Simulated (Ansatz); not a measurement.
# Cd3Cu: relaxing a made-up structure, part 2 of 2

Starting from a made-up structure for Cd3Cu, the aim is the relaxed cell, its shortest contacts and, where a second run follows, its electronic structure.

Ansatz 0.2.0; DFT, PBE, plane-wave PAW, default files, scalar-relativistic, ferromagnetic start, cell and ions relaxed at zero pressure (the session's first sound run).

So far: The structure; Relaxation of the guess. The relaxed cell has a = 4.273, c = 8.409 Å (conventional setting).

## Step 3: Electronic structure of the relaxed cell

A second self-consistent run takes a narrower smearing and the mesh shown in its input; the bands follow along the standard path of the relaxed lattice.

This step: DFT, PBE, plane-wave PAW, default files, scalar-relativistic, no spin, bands and density of states at the relaxed cell (Ansatz 0.2.0).

input.yaml

```yaml
crystal:
  lattice:
    - [-2.13665716, 2.13665716, 4.2044125628]
    - [2.13665716, -2.13665716, 4.2044125628]
    - [2.13665716, 2.13665716, -4.2044125628]
  atoms:
    - { symbol: Cd, position: [0.5, 0.5, 0.0] }
    - { symbol: Cd, position: [0.25, 0.75, 0.5] }
    - { symbol: Cd, position: [0.75, 0.25, 0.5] }
    - { symbol: Cu, position: [0.0, 0.0, 0.0] }
kpoints:
  mp_grid: { grid: [10, 10, 10] }
  band_path:
    path:
      - [[0.0, 0.0, 0.0], [0.5, -0.5, 0.0], [0.5, -0.5, 0.12913056], [0.31456528, -0.31456528, 0.31456528], [0.0, 0.0, 0.0], [0.5, 0.5, -0.5], [0.68543472, 0.31456528, -0.31456528], [0.5, 0.0, 0.0], [0.75, -0.25, -0.25], [0.87086944, 0.12913056, -0.5], [0.5, 0.5, -0.5]]
      - [[0.5, -0.5, 0.0], [0.75, -0.25, -0.25]]
    npoints: 7
scf:
  occupations: { method: fermi_dirac, width: 0.03 }
  n_extra_bands: 8
hamiltonian:
  xc: pbe
  pseudopotentials: { kind: paw }
output:
  forces: true
  stress: true
  write_bands: true
  dos: { projected: true }
  write_density: true
  write_potential: true
  elf: true
  volumetric_format: npy
```

Launch:

```sh
> ansatz run input.yaml --threads 4 --pin off --max-ram 8192MiB --backend cpu --events-out ev --progress --plain --runs-dir out
```

Numbers of over 12 decimals in the logs are rounded to 6 here.

Output:

```text
[...]
Crystal: 4 atoms, lattice volume = 76.778 Å³
Basis set: ecut = 420 eV, 1487 PW (Γ), exchange–correlation on 72×72×72 points (8 copies of the dense FFT grid, shifted against one another)
Bands: 48, of which v1, the nominal top of the filled ones, is band 40 counted from 1 (39 counted from 0)
Symmetry: 16 space group operations
[...]
k-points: 102 of 1000
[...]
SCF iter   1: F=—  HF=-31388.153125 eV  |F-HF|=—  |Δ(HF+E_count)|=         —  Δρ=1.01e-3  dr2=8.60e-4  ethr=1.77e-3  ⟨swp⟩=6.7  Hψ=17137  notcnv=0  defer=6
[...]
SCF iter   7: F=-31388.153783 eV  HF=-31388.153783 eV  |F-HF|=1.71e-8  |Δ(HF+E_count)|=   8.05e-9  Δρ=5.46e-6  dr2=2.84e-8  ethr=1.27e-10  ⟨swp⟩=10.7  Hψ=28967  notcnv=0
SCF 1 converged in 7 iterations: F = -31388.153783 eV  dr2 = 2.84e-8
[...]
NSCF: frozen V_eff on 79 k-points
SCF converged after 7 iterations
Free energy (F): -31388.153783 eV
[...]
Internal energy: -31388.148544 eV  (E = F + TS)
E sigma→0 (E₀):  -31388.151163 eV
Entropy (-TS):   -0.005240 eV (-1.310 meV/atom)
Fermi energy:    14.965833 eV
[...]
--- Stress (GPa, compression-positive) ---
        0.024116       0.000000       0.000000
        0.000000       0.024116      -0.000000
       -0.000000      -0.000000      -0.113568
  P = ⅓ Tr σ = -0.0218 GPa (-0.218 kbar)
--- Band table (eV; the first three rows and the last of 102) ---
  k-point 0: bands = [... 36 lower, 12.3573, 14.6172, 17.5602, 17.5602, 17.6464, 17.8736, 17.8736, 18.0008, ... 4 higher]
  k-point 1: bands = [... 36 lower, 12.3117, 14.9489, 16.3524, 16.5306, 16.5760, 16.7829, 17.7400, 19.7154, ... 4 higher]
  k-point 2: bands = [... 36 lower, 12.2010, 15.1140, 15.3765, 15.4492, 15.6457, 15.8530, 17.7500, 18.5792, ... 4 higher]
  k-point 101: bands = [... 36 lower, 12.3103, 12.3427, 14.3816, 14.3816, 17.2737, 17.3431, 22.5566, 22.7812, ... 4 higher]
```

Wall time 7 s (4 threads of Arm Neoverse V2, shared host); peak memory 0.6 GiB.

The column dr2 measures how far the density is from self-consistency, as an energy; F and HF (Harris–Foulkes) agree once it is small.

Numbers from this step:

| Property | Result |
| --- | --- |
| free energy | -31388.1538 eV |
| energy at zero smearing | -31388.1512 eV |
| smearing term TS | 0.005240 eV |
| Fermi energy | 14.97 eV |
| pressure | -0.02178 GPa |

bands.tsv at the labelled points (eV, zero at the Fermi level; the bands that come nearest the Fermi level along the path):

| point | band 37 | band 38 | band 39 | band 40 | band 41 | band 42 | band 43 | band 44 |
| --- | --- | --- | --- | --- | --- | --- | --- | --- |
| Γ | -2.61 | -0.35 | 2.59 | 2.59 | 2.68 | 2.91 | 2.91 | 3.03 |
| X | -2.62 | -2.33 | -2.21 | -2.05 | -0.33 | -0.18 | 5.53 | 5.62 |
| Y | -2.75 | -2.54 | -2.53 | -2.13 | 1.47 | 1.71 | 5.80 | 5.85 |
| S | -2.67 | -2.61 | -2.57 | 1.36 | 2.87 | 4.32 | 5.19 | 6.68 |
| Γ | -2.61 | -0.35 | 2.59 | 2.59 | 2.68 | 2.91 | 2.91 | 3.03 |
| Z | -2.66 | -2.62 | -0.58 | -0.58 | 2.31 | 2.38 | 7.59 | 7.82 |
| S1 | -2.67 | -2.61 | -2.57 | 1.36 | 2.87 | 4.32 | 5.19 | 6.68 |
| N | -2.71 | -2.59 | -0.65 | -0.39 | 3.29 | 3.51 | 4.07 | 4.16 |
| P | -2.68 | -2.62 | -2.32 | -2.10 | 1.83 | 1.83 | 1.84 | 1.84 |
| Y1 | -2.75 | -2.54 | -2.53 | -2.13 | 1.47 | 1.71 | 5.80 | 5.85 |
| Z | -2.66 | -2.62 | -0.58 | -0.58 | 2.31 | 2.38 | 7.59 | 7.82 |
| X | -2.62 | -2.33 | -2.21 | -2.05 | -0.33 | -0.18 | 5.53 | 5.62 |
| P | -2.68 | -2.62 | -2.32 | -2.10 | 1.83 | 1.83 | 1.84 | 1.84 |

ELF in the ac plane of the conventional cell at fractional y = 0.000, with atoms of Cd and Cu within 0.2 Å of it. It is the smooth field of the valence electrons, not physical close to the nuclei.

Ten even steps from '_' (0.16) to '@' (0.86), each cell a mean:
```
##--____________________..++
..________________________..
____________________________
__________..::--::..________
________..--****++::________
________::++%%@@##--..______
________::==##%%**--..______
________..::====--..________
____________......__________
--::..__________________..::
**++::________________..--**
@@##==..______________::++%%
%%**--..______________::==##
==--..__________________::==
....______________________..
__________..::--::..________
________..--****++::________
________::++%%@@##--..______
________::==##%%**--..______
__________::====--..________
____________......__________
____________________________
==::______________________--
@@++..__________________::##
```
Columns run along a (4.3 Å), rows up along c (8.4 Å), edges of the conventional cell, whose origin can differ from the input's. Atoms in or near the plane, at fractional coordinates: Cd at (0.00, 0.50), Cd at (0.50, 0.25), Cd at (0.50, 0.75), Cu at (0.00, 0.00).

Valence density in the ac plane of the conventional cell at fractional y = 0.000, with atoms of Cd and Cu within 0.2 Å of it. It is the smooth field of the valence electrons, not physical close to the nuclei.

Values in e/Å³, 24 rows by 14 columns, each cell a mean:
```
34 12  2  0  0  0  0  0  0  0  0  1  5 22
 4  2  1  0  0  0  0  0  0  0  0  0  1  3
 0  0  0  0  0  0  0  0  0  0  0  0  0  0
 0  0  0  0  0  1  2  2  1  1  0  0  0  0
 0  0  0  0  1  4  9 12  7  2  0  0  0  0
 0  0  0  0  2  7 19 23 13  4  1  0  0  0
 0  0  0  0  1  6 15 19 11  3  1  0  0  0
 0  0  0  0  1  2  5  6  3  1  0  0  0  0
 0  0  0  0  0  0  1  1  1  0  0  0  0  0
 2  1  1  0  0  0  0  0  0  0  0  0  1  2
11  7  2  0  0  0  0  0  0  0  0  1  4  9
23 14  4  1  0  0  0  0  0  0  0  2  8 19
19 11  3  1  0  0  0  0  0  0  0  1  6 15
 6  3  1  0  0  0  0  0  0  0  0  1  2  5
 1  1  0  0  0  0  0  0  0  0  0  0  0  1
 0  0  0  0  0  1  2  2  1  1  0  0  0  0
 0  0  0  0  1  4  9 12  7  2  0  0  0  0
 0  0  0  0  2  7 19 23 13  4  1  0  0  0
 0  0  0  0  1  6 15 19 11  3  1  0  0  0
 0  0  0  0  1  2  5  6  3  1  0  0  0  0
 0  0  0  0  0  0  1  1  1  0  0  0  0  0
 1  1  0  0  0  0  0  0  0  0  0  0  0  1
13  5  1  0  0  0  0  0  0  0  0  0  2  9
54 18  3  0  0  0  0  0  0  0  0  1  7 35
```
Columns run along a (4.3 Å), rows up along c (8.4 Å), edges of the conventional cell, whose origin can differ from the input's. Atoms in or near the plane, at fractional coordinates: Cd at (0.00, 0.50), Cd at (0.50, 0.25), Cd at (0.50, 0.75), Cu at (0.00, 0.00).

Electrostatic potential energy in the ac plane of the conventional cell at fractional y = 0.000, with atoms of Cd and Cu within 0.2 Å of it. With pseudopotentials it is smooth inside the atoms' cores, unlike the true potential.

Ten even steps from '0' (-26 eV) to '9' (18 eV), each cell a mean:
```
00389999999610
13699999999851
78999888899987
99998654578999
99986432347999
99985311246999
99985321247999
99987433458999
88998766789988
45789999999865
23479999998643
02469999998531
12479999998532
34589999998743
67899888899876
99998654578999
99986432347999
99985311246999
99985321247999
99997533458999
99998766789999
46899999999975
00589999999720
00279999999500
```
Columns run along a (4.3 Å; values clipped at the 3rd and 97th percentile), rows up along c (8.4 Å), edges of the conventional cell, whose origin can differ from the input's. Atoms in or near the plane, at fractional coordinates: Cd at (0.00, 0.50), Cd at (0.50, 0.25), Cd at (0.50, 0.75), Cu at (0.00, 0.00).

## Step 4: Results

```json
{
 "space group, relaxed": "I4/mmm",
 "conventional cell": "a = 4.273, b = 4.273, c = 8.409 Å; α = 90.0°, β = 90.0°, γ = 90.0°",
 "volume per atom": "19.19 Å³ (guess 19.56)",
 "total moment": "0.00 μB in the cell of 4 atoms"
}
```

Cd3Cu relaxes to I4/mmm with a = 4.273, b = 4.273 and c = 8.409 Å. The guessed volume was 2 % too large. The space group I4/mmm was held in the relaxation, so the end point is a stationary structure within it and may be a saddle against distortions or other arrangements. The moments died out from this one start and weren't seeded again at the relaxed cell. Bands cross the Fermi level, so it is a metal or semimetal at this level. The electron count is odd, which forces that without spin polarisation or a larger cell. On the 10×10×10 mesh with the narrower smearing (relaxed on 9×9×9) the forces vanish, as symmetry may demand, and the largest stress component is 0.114 GPa, against the relaxation's thresholds of 0.015 eV/Å and 0.05 GPa. The cutoff wasn't tested. No dispersion term is used, so weakly bound directions may come out too long. Nothing here tests whether the compound is stable against decomposition.

[Logs are printed without paths, hosts, clocks, repeated set-up lines and the standing remarks that a program may print on its own settings, such as how far it seeks lower states.]

[Hosts, paths, dates, database ids (printed as entryN), source tags and the programs' standing remarks are cut or masked in the printed files.]
